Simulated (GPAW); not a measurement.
**Work function of Sc2NS2 MXene monolayer at several levels**

Wanted: work functions and dipole of Sc2NS2 MXene monolayer, with the cost of each level.

Main program and level: GPAW 26.7.0; GPAW, PAW setups; layer in a repeated cell with vacuum, relaxation of atoms and in-plane cell, in the first sound run; inputs show where later runs differ.

Most raw output is cut from this account.

### Step 1. The starting structure

The cell holds 5 atoms: 2 S, 2 Sc and 1 N. Its edges and angles: a = 3.155 Å, b = 3.155 Å, c = 24.144 Å, α = 90.0°, β = 90.0°, γ = 120.0°. Vacuum lies along c.

As a file:

```cif
data_structure
_symmetry_space_group_name_H-M 'P 1'
_symmetry_Int_Tables_number 1
_cell_length_a 3.1546
_cell_length_b 3.1546
_cell_length_c 24.1442
_cell_angle_alpha 90.000
_cell_angle_beta 90.000
_cell_angle_gamma 120.000
_cell_volume 208.08
loop_
_atom_site_label
_atom_site_type_symbol
_atom_site_fract_x
_atom_site_fract_y
_atom_site_fract_z
_atom_site_occupancy
S1 S 0.33333 0.66667 0.37276 1
Sc2 Sc 0.66667 0.33333 0.44845 1
N3 N 0.00000 0.00000 0.50000 1
Sc4 Sc 0.33333 0.66667 0.55155 1
S5 S 0.66667 0.33333 0.62724 1
```

### Step 2. Relaxation

Forces are removed first; all later runs use this geometry.

File run.py:

```python
import json
import numpy as np
from ase import Atoms
from ase.filters import FrechetCellFilter
from ase.optimize import BFGS
from gpaw import GPAW, PW

slab = Atoms(
    ['S', 'Sc', 'N', 'Sc', 'S'],
    positions=[
        [-0.00000, 1.82130, 9.00000],
        [1.57729, 0.91065, 10.82737],
        [0.00000, 0.00000, 12.07208],
        [-0.00000, 1.82130, 13.31679],
        [1.57729, 0.91065, 15.14416]],
    cell=[[3.15458, 0.0, 0.0], [-1.57729, 2.73195, 0.0], [0.0, 0.0, 24.1442]],
    pbc=[True, True, True])

slab.calc = GPAW(mode=PW(600), xc='PBE', kpts={'size': (12, 12, 1), 'gamma': True},
                 occupations={'name': 'fermi-dirac', 'width': 0.05}, nbands='160%',
                 convergence={'density': 1e-05}, maxiter=200,
                 symmetry={'tolerance': 1e-3}, txt='slab.txt')
result = {}
# The in-plane cell is free; stress needs a cell that repeats along all three vectors
path = []
opt = BFGS(FrechetCellFilter(slab, mask=[1, 1, 0, 0, 0, 1]), maxstep=0.2)
opt.attach(lambda: path.append((slab.get_potential_energy(), slab.positions.tolist(), slab.get_forces().tolist())))
result['relaxed'] = bool(opt.run(fmax=0.02, steps=45))
result['path'] = path
result['cell'] = slab.cell.tolist()
print('in-plane lattice', slab.cell.cellpar().round(4)[[0, 1, 5]])
energy = slab.get_potential_energy()
fermi = slab.calc.get_fermi_level()
v = slab.calc.get_electrostatic_potential().mean((0, 1)) - fermi
n = slab.calc.get_pseudo_density().mean((0, 1))
L = slab.cell[2, 2]
z = np.arange(len(v)) * L / len(v)
low, high = slab.positions[:, 2].min(), slab.positions[:, 2].max()
below, above = np.interp([low - 6.8, high + 6.8], z, v)
slopes = [np.interp(x, z, np.gradient(v, z)) for x in (low - 6.8, high + 6.8)]
eps = np.array([[slab.calc.get_eigenvalues(k, s) for k in range(len(slab.calc.get_ibz_k_points()))]
                for s in range(slab.calc.get_number_of_spins())]) - fermi
top, bottom = eps[eps < 0].max(), eps[eps > 0].min()
dipole = slab.get_dipole_moment()[2]
print(f'energy {energy:.4f} eV, Fermi level {fermi:.4f} eV, dipole {dipole:.5f} e A')
print(f'potential 6.8 A off the faces, from the Fermi level: lower {below:.4f} eV, upper {above:.4f} eV')
print(f'slope of the potential there: lower {slopes[0]:.5f}, upper {slopes[1]:.5f} eV/A')
print(f'nearest levels on the mesh: {top:.4f} and {bottom:.4f} eV')
print('magnetic moment', round(slab.get_magnetic_moment(), 3))
result.update(energy=energy, fermi=fermi, dipole=dipole, below=below, above=above, slopes=slopes, edges=[top, bottom],
              z=z.tolist(), v=v.tolist(), n=n.tolist(), positions=slab.positions.tolist(),
              forces=slab.get_forces(apply_constraint=False).tolist(), moments=slab.get_magnetic_moments().tolist())
json.dump(result, open('result.json', 'w'))
```

Command:

```console
OMP_NUM_THREADS=1 OPENBLAS_NUM_THREADS=1 python run.py
```

Run time: 16 min. Hardware: 1 thread of Arm Neoverse V1, shared host; peak memory 0.57 GiB.

This step gave:

```
dipole along the normal                    : -5.64e-4 e·Å
levels nearest the Fermi level on the mesh : -0.01860, 0.06292 eV from the Fermi level
```

The electrostatic potential energy of an electron (without an applied field's), less the Fermi level, planar mean by z:

| z (Å) | electrostatic potential energy of an electron (without an applied field's), less the Fermi level, planar mean (eV) |
| --- | --- |
| 0.0 | 6.79 |
| 0.5 | 6.79 |
| 1.0 | 6.79 |
| 1.5 | 6.79 |
| 2.0 | 6.79 |
| 2.5 | 6.79 |
| 3.0 | 6.79 |
| 3.5 | 6.79 |
| 4.0 | 6.79 |
| 4.5 | 6.79 |
| 5.0 | 6.79 |
| 5.5 | 6.79 |
| 6.0 | 6.79 |
| 6.5 | 6.78 |
| 7.0 | 6.74 |
| 7.5 | 6.53 |
| 8.0 | 5.44 |
| 8.5 | 0.282 |
| 9.0 | -14.1 |
| 9.5 | -7.49 |
| 10.0 | -2.65 |
| 10.5 | -10.6 |
| 11.0 | -12.1 |
| 11.5 | -4.22 |
| 12.0 | -9.40 |
| 12.5 | -4.04 |
| 13.0 | -9.47 |
| 13.5 | -12.9 |
| 14.0 | -4.06 |
| 14.5 | -4.39 |
| 15.0 | -15.8 |
| 15.5 | -3.03 |
| 16.0 | 4.64 |
| 16.5 | 6.37 |
| 17.0 | 6.71 |
| 17.5 | 6.78 |
| 18.0 | 6.79 |
| 18.5 | 6.80 |
| 19.0 | 6.80 |
| 19.5 | 6.80 |
| 20.0 | 6.80 |
| 20.5 | 6.80 |
| 21.0 | 6.80 |
| 21.5 | 6.80 |
| 22.0 | 6.80 |
| 22.5 | 6.80 |
| 23.0 | 6.80 |
| 23.5 | 6.79 |
| 24.0 | 6.79 |

The pseudo valence density, planar mean oscillates, so the rows of the table below give means over windows of 1.29 Å about each position, cut where the curve ends. Its maxima inside the range that stand out by 2 % of the span (Å: e/Å³): 8.8: 0.387, 9.5: 0.434, 10.9: 1.17, 12.1: 0.605, 13.3: 1.17, 14.7: 0.434, 15.3: 0.387. Its minima: 9.1: 0.361, 10.0: 0.325, 11.6: 0.439, 12.6: 0.439, 14.1: 0.325, 15.0: 0.361.

The pseudo valence density, planar mean by z; means over each step:

| z (Å) | pseudo valence density, planar mean (e/Å³) |
| --- | --- |
| 4.52 | 2.1e-6 |
| 5.80 | 1.3e-4 |
| 7.10 | 0.00823 |
| 8.38 | 0.221 |
| 9.68 | 0.389 |
| 10.96 | 0.785 |
| 12.25 | 0.531 |
| 13.54 | 0.758 |
| 14.84 | 0.383 |
| 16.12 | 0.122 |
| 17.41 | 0.00253 |
| 18.71 | 4.0e-5 |

The relaxation lowered the energy of the cell by 0.430 eV (energies extrapolated to zero smearing; the optimiser's log prints free energies). The largest force left on a free atom is 0.011 eV/Å.

### Step 3. The slab's potential

The work function is the vacuum plateau of the electrostatic potential less the Fermi level; a dipole layer lets the two faces have plateaus of their own.

This step: GPAW, PAW setups; slab in vacuum (GPAW 26.7.0).

The cell differs from the one that the last finished run ended in (c 24.144 → 23.909 Å).

run.py: that of step 2 with these lines changed.

```diff
@@ -3,4 +3,2 @@
 from ase import Atoms
-from ase.filters import FrechetCellFilter
-from ase.optimize import BFGS
 from gpaw import GPAW, PW
@@ -10,23 +8,16 @@
     positions=[
-        [-0.00000, 1.82130, 9.00000],
-        [1.57729, 0.91065, 10.82737],
-        [0.00000, 0.00000, 12.07208],
-        [-0.00000, 1.82130, 13.31679],
-        [1.57729, 0.91065, 15.14416]],
-    cell=[[3.15458, 0.0, 0.0], [-1.57729, 2.73195, 0.0], [0.0, 0.0, 24.1442]],
-    pbc=[True, True, True])
+        [-0.00000, 1.90707, 9.00000],
+        [1.65157, 0.95354, 10.67506],
+        [-0.00000, 0.00000, 11.95423],
+        [-0.00000, 1.90707, 13.23340],
+        [1.65157, 0.95354, 14.90846]],
+    cell=[[3.30314, -0.0, 0.0], [-1.65157, 2.86061, 0.0], [0.0, 0.0, 23.9085]],
+    pbc=[True, True, False])
 
-slab.calc = GPAW(mode=PW(600), xc='PBE', kpts={'size': (12, 12, 1), 'gamma': True},
+slab.calc = GPAW(mode=PW(500), xc='PBE', kpts={'size': (12, 12, 1), 'gamma': True},
                  occupations={'name': 'fermi-dirac', 'width': 0.05}, nbands='160%',
                  convergence={'density': 1e-05}, maxiter=200,
+                 poissonsolver={'dipolelayer': 'xy'},
                  symmetry={'tolerance': 1e-3}, txt='slab.txt')
 result = {}
-# The in-plane cell is free; stress needs a cell that repeats along all three vectors
-path = []
-opt = BFGS(FrechetCellFilter(slab, mask=[1, 1, 0, 0, 0, 1]), maxstep=0.2)
-opt.attach(lambda: path.append((slab.get_potential_energy(), slab.positions.tolist(), slab.get_forces().tolist())))
-result['relaxed'] = bool(opt.run(fmax=0.02, steps=45))
-result['path'] = path
-result['cell'] = slab.cell.tolist()
-print('in-plane lattice', slab.cell.cellpar().round(4)[[0, 1, 5]])
 energy = slab.get_potential_energy()
```

It took 84 s on 1 thread; peak memory 0.28 GiB.

Numbers from this step:

- dipole along the normal: -5.66e-4 e·Å
- levels nearest the Fermi level on the mesh: -0.01781, 0.06295 eV from the Fermi level
- upper work function: 6.800 eV
- lower work function: 6.789 eV

The electrostatic potential energy of an electron (without an applied field's), less the Fermi level, planar mean oscillates, so the rows of the table below give means over windows of 1.72 Å about each position, cut where the curve ends. Its maxima inside the range that stand out by 2 % of the span (Å: eV): 9.8: -2.36, 11.5: -3.92, 12.4: -3.92, 14.2: -2.35. Its minima: 9.0: -15.8, 10.7: -13.9, 12.0: -10.00, 13.2: -13.9, 14.9: -15.8.

Electrostatic potential energy of an electron (without an applied field's), less the Fermi level, planar mean against z; means over each step:

z (Å), electrostatic potential energy of an electron (without an applied field's), less the Fermi level, planar mean (eV) and a bar from the least value:
```
     0.86        6.8 ##############################
     2.58        6.8 ##############################
     4.30        6.8 ##############################
     6.02        6.8 ##############################
     7.74        4.4 #########################
     9.46       -7.9 ##
    11.18       -8.9 
    12.90       -8.7 
    14.62       -7.4 ###
    16.34        5.4 ###########################
    18.06        6.8 ##############################
    19.78        6.8 ##############################
    21.50        6.8 ##############################
    23.22        6.8 ##############################
```

The pseudo valence density, planar mean oscillates, so the rows of the table below give means over windows of 1.34 Å about each position, cut where the curve ends. Its maxima inside the range that stand out by 2 % of the span (Å: e/Å³): 8.8: 0.380, 9.4: 0.433, 10.7: 1.19, 12.0: 0.597, 13.2: 1.19, 14.5: 0.433, 15.1: 0.380. Its minima: 9.0: 0.356, 9.9: 0.332, 11.3: 0.447, 12.6: 0.447, 14.0: 0.332, 14.9: 0.356.

The pseudo valence density, planar mean by z; means over each step:

| z (Å) | pseudo valence density, planar mean (e/Å³) |
| --- | --- |
| 4.69 | 5.6e-6 |
| 6.03 | 4.0e-4 |
| 7.37 | 0.0300 |
| 8.71 | 0.329 |
| 10.05 | 0.587 |
| 11.39 | 0.641 |
| 12.73 | 0.722 |
| 14.07 | 0.478 |
| 15.41 | 0.277 |
| 16.75 | 0.0155 |
| 18.09 | 2.0e-4 |
| 19.43 | 3.0e-6 |

The potential is flat to 6.7e-5 eV/Å where it is read, so the vacuum is wide enough.

### Step 4. Self-consistent run: xc = "vdW-DF2"

The same geometry under vdW-DF2, to see how far the functional moves the levels against the vacuum (the van der Waals functionals take revPBE setups).

run.py: that of step 3 with these lines changed.

```diff
@@ -16,3 +16,3 @@
 
-slab.calc = GPAW(mode=PW(500), xc='PBE', kpts={'size': (12, 12, 1), 'gamma': True},
+slab.calc = GPAW(mode=PW(500), xc='vdW-DF2', kpts={'size': (12, 12, 1), 'gamma': True},
                  occupations={'name': 'fermi-dirac', 'width': 0.05}, nbands='160%',
```

Run time: 1.7 min. Hardware: 1 thread; peak memory 0.48 GiB.

This step gave:

- levels nearest the Fermi level on the mesh: -0.01197, 0.06803 eV from the Fermi level
- upper work function: 7.186 eV
- lower work function: 7.175 eV

The electrostatic potential energy of an electron (without an applied field's), less the Fermi level, planar mean oscillates, so the rows of the table below give means over windows of 1.72 Å about each position, cut where the curve ends. Its maxima inside the range that stand out by 2 % of the span (Å: eV): 9.8: -2.40, 11.5: -3.96, 12.4: -3.96, 14.2: -2.39. Its minima: 9.0: -15.7, 10.7: -14.0, 12.0: -9.96, 13.2: -14.0, 14.9: -15.7.

The electrostatic potential energy of an electron (without an applied field's), less the Fermi level, planar mean by z; means over each step:

z (Å), electrostatic potential energy of an electron (without an applied field's), less the Fermi level, planar mean (eV) and a bar from the least value:
```
     0.86        7.2 ##############################
     2.58        7.2 ##############################
     4.30        7.2 ##############################
     6.02        7.2 ##############################
     7.74        4.7 #########################
     9.46       -7.9 ##
    11.18       -9.0 
    12.90       -8.8 
    14.62       -7.4 ###
    16.34        5.7 ###########################
    18.06        7.2 ##############################
    19.78        7.2 ##############################
    21.50        7.2 ##############################
    23.22        7.2 ##############################
```

The pseudo valence density, planar mean oscillates, so the rows of the table below give means over windows of 1.34 Å about each position, cut where the curve ends. Its maxima inside the range that stand out by 2 % of the span (Å: e/Å³): 8.8: 0.381, 9.4: 0.435, 10.7: 1.19, 11.9: 0.602, 13.2: 1.19, 14.5: 0.435, 15.1: 0.381. Its minima: 9.0: 0.357, 9.9: 0.330, 11.3: 0.446, 12.6: 0.446, 14.0: 0.330, 14.9: 0.357.

Pseudo valence density, planar mean against z; means over each step:

| z (Å) | pseudo valence density, planar mean (e/Å³) |
| --- | --- |
| 4.69 | 7.6e-6 |
| 6.03 | 4.8e-4 |
| 7.37 | 0.0306 |
| 8.71 | 0.329 |
| 10.05 | 0.586 |
| 11.39 | 0.641 |
| 12.73 | 0.722 |
| 14.07 | 0.477 |
| 15.41 | 0.277 |
| 16.75 | 0.0162 |
| 18.09 | 2.5e-4 |
| 19.43 | 4.2e-6 |

Force by atom:

| atom | x (eV/Å) | y (eV/Å) | z (eV/Å) | size |
| --- | --- | --- | --- | --- |
| S1 | 0.000 | 0.000 | -0.349 | 0.349 |
| Sc2 | 0.000 | 0.000 | -0.149 | 0.149 |
| N3 | 0.000 | 0.000 | 0.000 | 0.000 |
| Sc4 | 0.000 | 0.000 | 0.149 | 0.149 |
| S5 | 0.000 | 0.000 | 0.349 | 0.349 |

The upper face's work function is 7.186 eV, against 6.800 eV in the first plane-wave PBE run at this geometry.

### Step 5. OptPBE vdW: xc = "optPBE-vdW"

The same geometry under optPBE-vdW, to see how far the functional moves the levels against the vacuum (the van der Waals functionals take revPBE setups).

run.py: that of step 4 with these lines changed.

```diff
@@ -16,3 +16,3 @@
 
-slab.calc = GPAW(mode=PW(500), xc='vdW-DF2', kpts={'size': (12, 12, 1), 'gamma': True},
+slab.calc = GPAW(mode=PW(500), xc='optPBE-vdW', kpts={'size': (12, 12, 1), 'gamma': True},
                  occupations={'name': 'fermi-dirac', 'width': 0.05}, nbands='160%',
```

Elapsed: 95 s, on 1 thread; peak memory 0.48 GiB.

Numbers from this step:

```yaml
levels_nearest_the_fermi_level_on_the_mesh: -0.01678, 0.06546 eV from the Fermi level
upper_work_function: 7.023 eV
lower_work_function: 7.012 eV
```

The upper face's work function is 7.023 eV, against 6.800 eV in the first plane-wave PBE run at this geometry.

### Step 6. Self-consistent run: xc = "RPBE"

The same geometry under RPBE, to see how far the functional moves the levels against the vacuum.

run.py: that of step 5 with these lines changed.

```diff
@@ -16,3 +16,3 @@
 
-slab.calc = GPAW(mode=PW(500), xc='optPBE-vdW', kpts={'size': (12, 12, 1), 'gamma': True},
+slab.calc = GPAW(mode=PW(500), xc='RPBE', kpts={'size': (12, 12, 1), 'gamma': True},
                  occupations={'name': 'fermi-dirac', 'width': 0.05}, nbands='160%',
```

It took 84 s on 1 thread; peak memory 0.28 GiB.

This step gave:

```yaml
levels_nearest_the_fermi_level_on_the_mesh: -0.02008, 0.06521 eV from the Fermi level
upper_work_function: 6.728 eV
lower_work_function: 6.717 eV
```

The electrostatic potential energy of an electron (without an applied field's), less the Fermi level, planar mean oscillates, so the rows of the table below give means over windows of 1.72 Å about each position, cut where the curve ends. Its maxima inside the range that stand out by 2 % of the span (Å: eV): 9.8: -2.45, 11.5: -4.05, 12.4: -4.04, 14.2: -2.45. Its minima: 9.0: -15.9, 10.7: -14.0, 12.0: -10.1, 13.2: -14.0, 14.9: -15.9.

The electrostatic potential energy of an electron (without an applied field's), less the Fermi level, planar mean by z; means over each step:

z (Å), electrostatic potential energy of an electron (without an applied field's), less the Fermi level, planar mean (eV) and a bar from the least value:
```
     0.86        6.7 ##############################
     2.58        6.7 ##############################
     4.30        6.7 ##############################
     6.02        6.7 ##############################
     7.74        4.4 ##########################
     9.46       -8.0 ##
    11.18       -9.0 
    12.90       -8.8 
    14.62       -7.5 ###
    16.34        5.3 ###########################
    18.06        6.7 ##############################
    19.78        6.7 ##############################
    21.50        6.7 ##############################
    23.22        6.7 ##############################
```

The upper face's work function is 6.728 eV, against 6.800 eV in the first plane-wave PBE run at this geometry.

### Step 7. Self-consistent run: xc = "revPBE"

The same geometry under revPBE, to see how far the functional moves the levels against the vacuum.

run.py: that of step 6 with these lines changed.

```diff
@@ -16,3 +16,3 @@
 
-slab.calc = GPAW(mode=PW(500), xc='RPBE', kpts={'size': (12, 12, 1), 'gamma': True},
+slab.calc = GPAW(mode=PW(500), xc='revPBE', kpts={'size': (12, 12, 1), 'gamma': True},
                  occupations={'name': 'fermi-dirac', 'width': 0.05}, nbands='160%',
```

Elapsed: 84 s, on 1 thread; peak memory 0.28 GiB.

Numbers from this step:

```
levels nearest the Fermi level on the mesh : -0.01952, 0.06461 eV from the Fermi level
upper work function                        : 6.722 eV
lower work function                        : 6.711 eV
```

The upper face's work function is 6.722 eV, against 6.800 eV in the first plane-wave PBE run at this geometry.

### Step 8. Self-consistent run: xc = "LDA"

The same geometry under LDA, to see how far the functional moves the levels against the vacuum.

run.py: that of step 7 with these lines changed.

```diff
@@ -16,3 +16,3 @@
 
-slab.calc = GPAW(mode=PW(500), xc='revPBE', kpts={'size': (12, 12, 1), 'gamma': True},
+slab.calc = GPAW(mode=PW(500), xc='LDA', kpts={'size': (12, 12, 1), 'gamma': True},
                  occupations={'name': 'fermi-dirac', 'width': 0.05}, nbands='160%',
```

The job ended after 82 s (1 thread; peak memory 0.28 GiB).

Numbers from this step:

```
dipole along the normal                    : -5.67e-4 e·Å
levels nearest the Fermi level on the mesh : -0.01138, 0.05778 eV from the Fermi level
upper work function                        : 6.991 eV
lower work function                        : 6.980 eV
```

The electrostatic potential energy of an electron (without an applied field's), less the Fermi level, planar mean oscillates, so the rows of the table below give means over windows of 1.72 Å about each position, cut where the curve ends. Its maxima inside the range that stand out by 2 % of the span (Å: eV): 9.8: -2.11, 11.5: -3.61, 12.4: -3.61, 14.2: -2.10. Its minima: 9.0: -15.6, 10.7: -13.5, 12.0: -9.71, 13.2: -13.5, 14.9: -15.6.

The electrostatic potential energy of an electron (without an applied field's), less the Fermi level, planar mean by z; means over each step:

z (Å), electrostatic potential energy of an electron (without an applied field's), less the Fermi level, planar mean (eV) and a bar from the least value:
```
     0.86        7.0 ##############################
     2.58        7.0 ##############################
     4.30        7.0 ##############################
     6.02        7.0 ##############################
     7.74        4.6 #########################
     9.46       -7.7 ##
    11.18       -8.6 
    12.90       -8.4 
    14.62       -7.2 ###
    16.34        5.6 ###########################
    18.06        7.0 ##############################
    19.78        7.0 ##############################
    21.50        7.0 ##############################
    23.22        7.0 ##############################
```

The upper face's work function is 6.991 eV, against 6.800 eV in the first plane-wave PBE run at this geometry.

(Part 1 of 2 ends here.)

[Logs are printed without paths, hosts, clocks, repeated set-up lines and the standing remarks that a program may print on its own settings, such as how far it seeks lower states.]

[Hosts, paths, dates, database ids (printed as entryN), source tags and the programs' standing remarks are cut or masked in the printed files.]
